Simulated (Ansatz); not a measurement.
# linear Li chain under tension and compression

Does stretching change the magnetism or the channel count of the linear Li chain?

Method: DFT RPBE, plane waves, PAW; relaxation of a chain's period, in the first sound run; inputs show where later runs differ, in Ansatz 0.2.0.

Most raw output is cut from this account.

## 1. The structure

The cell holds 1 atom: 1 Li. Its edges and angles: a = 7.500 Å, b = 7.500 Å, c = 2.381 Å, α = 90.0°, β = 90.0°, γ = 90.0°. Vacuum lies along a and b. The structure's axis is c.

## 2. The relaxed wire

Band widths follow the bond lengths, so the chain is relaxed first. The atoms and the third cell vector are free; the box across stays fixed as vacuum. Moments are seeded so that a magnetic state can form if it lies lower. A Fermi-Dirac smearing is set since the result may be a metal. The pressure printed is a third of the stress's trace over the whole box, vacuum included; only the stress along the axis is relaxed.

File input.yaml:

```yaml
crystal:
  lattice:
    - [7.5, 0.0, 0.0]
    - [0.0, 7.5, 0.0]
    - [0.0, 0.0, 2.3808]
  atoms:
    - { symbol: Li, position: [0.5, 0.5, 0.0], spin: 0.5 }
magnetization:
  spin_polarized: true
kpoints:
  mp_grid: { grid: [1, 1, 34] }
scf:
  occupations: { method: fermi_dirac, width: 0.05 }
hamiltonian:
  xc: rpbe
relax:
  cell: { fix: [a, b, alpha, beta, gamma] }
  max_steps: 60
```

Run with:

```sh
$ ansatz run input.yaml --threads 4 --pin off --max-ram 8192MiB --backend cpu --events-out ev --progress --plain --runs-dir out
```

The job ended after 10 s (4 threads of Arm Neoverse V1, shared host; peak memory 0.38 GiB; 26 s of CPU time).

Relaxation path:

| step | energy less that of the first step (eV) | largest force component (eV/Å) | pressure (GPa) | volume (Å³) |
| --- | --- | --- | --- | --- |
| 1 | 0.0000 | 0.0000 | 0.69 | 133.92 |
| 2 | -0.0933 | 0.0000 | 0.45 | 140.45 |
| 3 | -0.1599 | 0.0000 | 0.25 | 146.98 |
| 4 | -0.2046 | 0.0000 | 0.10 | 153.48 |
| 5 | -0.2325 | 0.0000 | -0.03 | 160.18 |
| 6 | -0.2453 | 0.0000 | -0.14 | 166.87 |
| 7 | -0.2468 | 0.0000 | -0.18 | 169.83 |
| 8 | -0.2469 | 0.0000 | -0.19 | 170.37 |
| 9* | -0.2493 | 0.0000 | -0.17 | 170.37 |

Relaxation steps marked * repeat the geometry before them on a plane-wave basis chosen anew for their cell, so energy and pressure can jump there.

```csv
cell as run,before,after,change
c (Å),2.381,3.029,+27.2 %
```

The relaxed structure:

```xyz
1
Lattice="7.5000 0.0000 0.0000 0.0000 7.5000 0.0000 0.0000 0.0000 3.0288" Properties=species:S:1:pos:R:3
Li    3.7500    3.7500    0.0000
```

This step gave:

* energy at zero smearing: -204.5484 eV
* cell length along the wire: 3.029 Å

The cell's length comes to 3.029 Å with no moment. That is +27 % against the start, more than a small adjustment.

The cell grew by 27.2 % in its periodic edges.

## 3. At a set period, period over the relaxed period 0.88, k-mesh 1×1×31

This step: DFT RPBE, plane waves, PAW; channels and complex bands of a perfect chain (Ansatz 0.2.0).

The period is set to 0.88 times the relaxed one: shorter bonds widen the bands.

The cell differs from the one that the last finished run ended in (c 3.029 → 2.665 Å).

input.yaml, the sections that differ from step 2:

```yaml
crystal:
  lattice:
    - [7.5, 0.0, 0.0]
    - [0.0, 7.5, 0.0]
    - [0.0, 0.0, 2.665357702]
  atoms:
    - { symbol: Li, position: [0.5, 0.5, 0.0], spin: 0.5 }
kpoints:
  mp_grid: { grid: [1, 1, 31] }
output:
  transmission:
    e_range: [-2, 2]
    de: 0.035
    kmesh: [1, 1]
    reduced_basis: true
    leads: [[0, 0]]
  stress: true
# magnetization, scf, hamiltonian: as in step 2
# relax: removed
```

Elapsed: 15 s, on 4 threads; peak memory 0.4 GiB.

Numbers from this step:

| Quantity | Value |
| --- | --- |
| energy at zero smearing | -204.4819 eV |
| channels at the energy nearest the Fermi level, spin up | 1 |
| channels at the energy nearest the Fermi level, spin down | 1 |
| conductance of the lead as this run defines it | 1.0000 G₀ |
| band gap | 0 eV |

The open channels of the lead by energy, zero at the Fermi level:

| energy (eV) | spin up | spin down |
| --- | --- | --- |
| -0.985 | 0 | 0 |
| -0.810 | 1 | 1 |
| -0.600 | 1 | 1 |
| -0.390 | 1 | 1 |
| -0.215 | 1 | 1 |
| -0.005 | 1 | 1 |
| 0.205 | 1 | 1 |
| 0.415 | 1 | 1 |
| 0.590 | 1 | 1 |
| 0.800 | 1 | 1 |
| 1.010 | 1 | 1 |
| 1.185 | 1 | 1 |
| 1.395 | 1 | 1 |
| 1.605 | 2 | 2 |
| 1.815 | 2 | 2 |

At the computed energy nearest the Fermi level there are 1 spin-up and 1 spin-down channels, and the thermal average gives 1.000 G₀.

## 4. At a set period, period over the relaxed period 0.92, k-mesh 1×1×29

The period is set to 0.92 times the relaxed one: shorter bonds widen the bands.

The cell differs from the one that the last finished run ended in (c 2.665 → 2.787 Å).

Changes to input.yaml since step 3:

```diff
@@ -4,3 +4,3 @@
     - [0.0, 7.5, 0.0]
-    - [0.0, 0.0, 2.665357702]
+    - [0.0, 0.0, 2.7865103248]
   atoms:
@@ -10,3 +10,3 @@
 kpoints:
-  mp_grid: { grid: [1, 1, 31] }
+  mp_grid: { grid: [1, 1, 29] }
 scf:
```

Wall time 13 s (4 threads); peak memory 0.38 GiB; 42 s of CPU time.

At the computed energy nearest the Fermi level there are 1 spin-up and 1 spin-down channels, and the thermal average gives 1.000 G₀.

## 5. The chain at a fixed length, period over the relaxed period 0.96, k-mesh 1×1×28

The period is set to 0.96 times the relaxed one: shorter bonds widen the bands.

The cell differs from the one that the last finished run ended in (c 2.787 → 2.908 Å).

Changes to input.yaml since step 4:

```diff
@@ -4,3 +4,3 @@
     - [0.0, 7.5, 0.0]
-    - [0.0, 0.0, 2.7865103248]
+    - [0.0, 0.0, 2.9076629476]
   atoms:
@@ -10,3 +10,3 @@
 kpoints:
-  mp_grid: { grid: [1, 1, 29] }
+  mp_grid: { grid: [1, 1, 28] }
 scf:
```

Wall time 10 s (4 threads); peak memory 0.36 GiB.

At the computed energy nearest the Fermi level there are 1 spin-up and 1 spin-down channels, and the thermal average gives 1.000 G₀.

## 6. The chain at a fixed length, period over the relaxed period 1, k-mesh 1×1×27

The period is set to 1.0 times the relaxed one, as the point of reference.

Changes to input.yaml since step 5:

```diff
@@ -4,3 +4,3 @@
     - [0.0, 7.5, 0.0]
-    - [0.0, 0.0, 2.9076629476]
+    - [0.0, 0.0, 3.0288155704]
   atoms:
@@ -10,3 +10,3 @@
 kpoints:
-  mp_grid: { grid: [1, 1, 28] }
+  mp_grid: { grid: [1, 1, 27] }
 scf:
```

The job ended after 11 s (4 threads; peak memory 0.36 GiB).

At the computed energy nearest the Fermi level there are 1 spin-up and 1 spin-down channels, and the thermal average gives 1.000 G₀.

## 7. The chain at a fixed length, period over the relaxed period 1.04, k-mesh 1×1×26

The period is set to 1.04 times the relaxed one: longer bonds narrow the bands.

The cell differs from the one that the last finished run ended in (c 3.029 → 3.150 Å).

Changes to input.yaml since step 6:

```diff
@@ -4,3 +4,3 @@
     - [0.0, 7.5, 0.0]
-    - [0.0, 0.0, 3.0288155704]
+    - [0.0, 0.0, 3.1499681932]
   atoms:
@@ -10,3 +10,3 @@
 kpoints:
-  mp_grid: { grid: [1, 1, 27] }
+  mp_grid: { grid: [1, 1, 26] }
 scf:
```

Run time: 11 s. Hardware: 4 threads; peak memory 0.37 GiB; 36 s of CPU time.

At the computed energy nearest the Fermi level there are 1 spin-up and 1 spin-down channels, and the thermal average gives 1.000 G₀. The change of length costs 0.003 eV a cell and leaves no moment.

## 8. At a set period, period over the relaxed period 1.08, k-mesh 1×1×25

The period is set to 1.08 times the relaxed one: longer bonds narrow the bands.

The cell differs from the one that the last finished run ended in (c 3.150 → 3.271 Å).

Changes to input.yaml since step 7:

```diff
@@ -4,3 +4,3 @@
     - [0.0, 7.5, 0.0]
-    - [0.0, 0.0, 3.1499681932]
+    - [0.0, 0.0, 3.271120816]
   atoms:
@@ -10,3 +10,3 @@
 kpoints:
-  mp_grid: { grid: [1, 1, 26] }
+  mp_grid: { grid: [1, 1, 25] }
 scf:
```

Elapsed: 15 s, on 4 threads; peak memory 0.38 GiB; 47 s of CPU time.

At the computed energy nearest the Fermi level there are 1 spin-up and 1 spin-down channels, and the thermal average gives 1.000 G₀. The change of length costs 0.014 eV a cell and leaves no moment.

## 9. The chain at a fixed length, period over the relaxed period 1.13, k-mesh 1×1×24

The period is set to 1.13 times the relaxed one: longer bonds narrow the bands.

The cell differs from the one that the last finished run ended in (c 3.271 → 3.423 Å).

Changes to input.yaml since step 8:

```diff
@@ -4,3 +4,3 @@
     - [0.0, 7.5, 0.0]
-    - [0.0, 0.0, 3.271120816]
+    - [0.0, 0.0, 3.4225615946]
   atoms:
@@ -10,3 +10,3 @@
 kpoints:
-  mp_grid: { grid: [1, 1, 25] }
+  mp_grid: { grid: [1, 1, 24] }
 scf:
```

It took 14 s on 4 threads; peak memory 0.37 GiB; 45 s of CPU time.

At the computed energy nearest the Fermi level there are 1 spin-up and 1 spin-down channels, and the thermal average gives 1.000 G₀. The change of length costs 0.037 eV a cell and leaves no moment.

## 10. The chain at a fixed length, period over the relaxed period 1.2, k-mesh 1×1×23

The period is set to 1.2 times the relaxed one: longer bonds narrow the bands.

The cell differs from the one that the last finished run ended in (c 3.423 → 3.635 Å).

Changes to input.yaml since step 9:

```diff
@@ -4,3 +4,3 @@
     - [0.0, 7.5, 0.0]
-    - [0.0, 0.0, 3.4225615946]
+    - [0.0, 0.0, 3.6345786845]
   atoms:
@@ -10,3 +10,3 @@
 kpoints:
-  mp_grid: { grid: [1, 1, 24] }
+  mp_grid: { grid: [1, 1, 23] }
 scf:
```

Run time: 13 s. Hardware: 4 threads; peak memory 0.37 GiB.

At the computed energy nearest the Fermi level there are 1 spin-up and 1 spin-down channels, and the thermal average gives 1.000 G₀. The change of length costs 0.080 eV a cell and leaves no moment.

## 11. The chain at a fixed length, period over the relaxed period 1.3, k-mesh 1×1×21

The period is set to 1.3 times the relaxed one: longer bonds narrow the bands.

The cell differs from the one that the last finished run ended in (c 3.635 → 3.937 Å).

Changes to input.yaml since step 10:

```diff
@@ -4,3 +4,3 @@
     - [0.0, 7.5, 0.0]
-    - [0.0, 0.0, 3.6345786845]
+    - [0.0, 0.0, 3.9374602415]
   atoms:
@@ -10,3 +10,3 @@
 kpoints:
-  mp_grid: { grid: [1, 1, 23] }
+  mp_grid: { grid: [1, 1, 21] }
 scf:
```

The job ended after 12 s (4 threads; peak memory 0.37 GiB; 40 s of CPU time).

At the computed energy nearest the Fermi level there are 1 spin-up and 1 spin-down channels, and the thermal average gives 1.000 G₀. The change of length costs 0.155 eV a cell and leaves no moment.

## 12. The series together

Times are for 4 threads of Arm Neoverse V1, shared host. The runs compared:

```
no.  period over the relaxed period  conductance of the lead as this run defines it (G₀)  energy at zero smearing less the lowest (eV)  time  memory (GiB)
  1                            0.88                                               1.0000                                       0.06619  15 s           0.4
  2                            0.92                                               1.0000                                       0.02824  13 s          0.38
  3                            0.96                                               1.0000                                      0.007791  10 s          0.36
  4                               1                                               1.0000                                             0  11 s          0.36
  5                            1.04                                               1.0000                                      0.002521  11 s          0.37
  6                            1.08                                               1.0000                                       0.01416  15 s          0.38
  7                            1.13                                               1.0000                                       0.03738  14 s          0.37
  8                             1.2                                               1.0000                                       0.08037  13 s          0.37
  9                             1.3                                               1.0000                                        0.1547  12 s          0.37
```

## 13. A repeat with changed settings

This step: DFT RPBE, plane waves, PAW; channels and complex bands of a perfect chain; changed: output.transmission.temperature = 0.5, scf.max_iter = 60 (Ansatz 0.2.0).

The input of the run at the relaxed period is made doubtful on purpose.

Changes to input.yaml since step 11:

```diff
@@ -4,3 +4,3 @@
     - [0.0, 7.5, 0.0]
-    - [0.0, 0.0, 3.9374602415]
+    - [0.0, 0.0, 3.0288155704]
   atoms:
@@ -10,5 +10,6 @@
 kpoints:
-  mp_grid: { grid: [1, 1, 21] }
+  mp_grid: { grid: [1, 1, 27] }
 scf:
   occupations: { method: fermi_dirac, width: 0.05 }
+  max_iter: 60
 hamiltonian:
@@ -22,2 +23,3 @@
     leads: [[0, 0]]
+    temperature: 0.5
   stress: true
```

Run time: 0.03 s. Hardware: 4 threads; peak memory 0.06 GiB.

The program refused the input before any cycle.

The program's message: “Error: invalid value for `output.transmission.temperature`: must be finite and ≥ 1.2; got 0.5 K”

The change that led to it: output.transmission.temperature = 0.5.

## 14. What came out

```
relaxed cell length              : 3.029 Å
conductance at period × 0.88     : 1.000 G₀
conductance at period × 1.0      : 1.000 G₀
conductance at period × 1.13     : 1.000 G₀
conductance at period × 1.3      : 1.000 G₀
absolute moment at period × 0.88 : 0 μB
absolute moment at period × 1.0  : 0 μB
absolute moment at period × 1.3  : 0 μB
```

What this shows: No moment survives at any length. Transport is coherent and elastic here: the atoms are frozen, so scattering by vibrations plays no part. The lead's cell of one atom keeps the chain straight and evenly spaced; a zigzag or dimerised form may lie lower.

[Logs are printed without paths, hosts, clocks, repeated set-up lines and the standing remarks that a program may print on its own settings, such as how far it seeks lower states.]

[Hosts, paths, dates, database ids (printed as entryN), source tags and the programs' standing remarks are cut or masked in the printed files.]
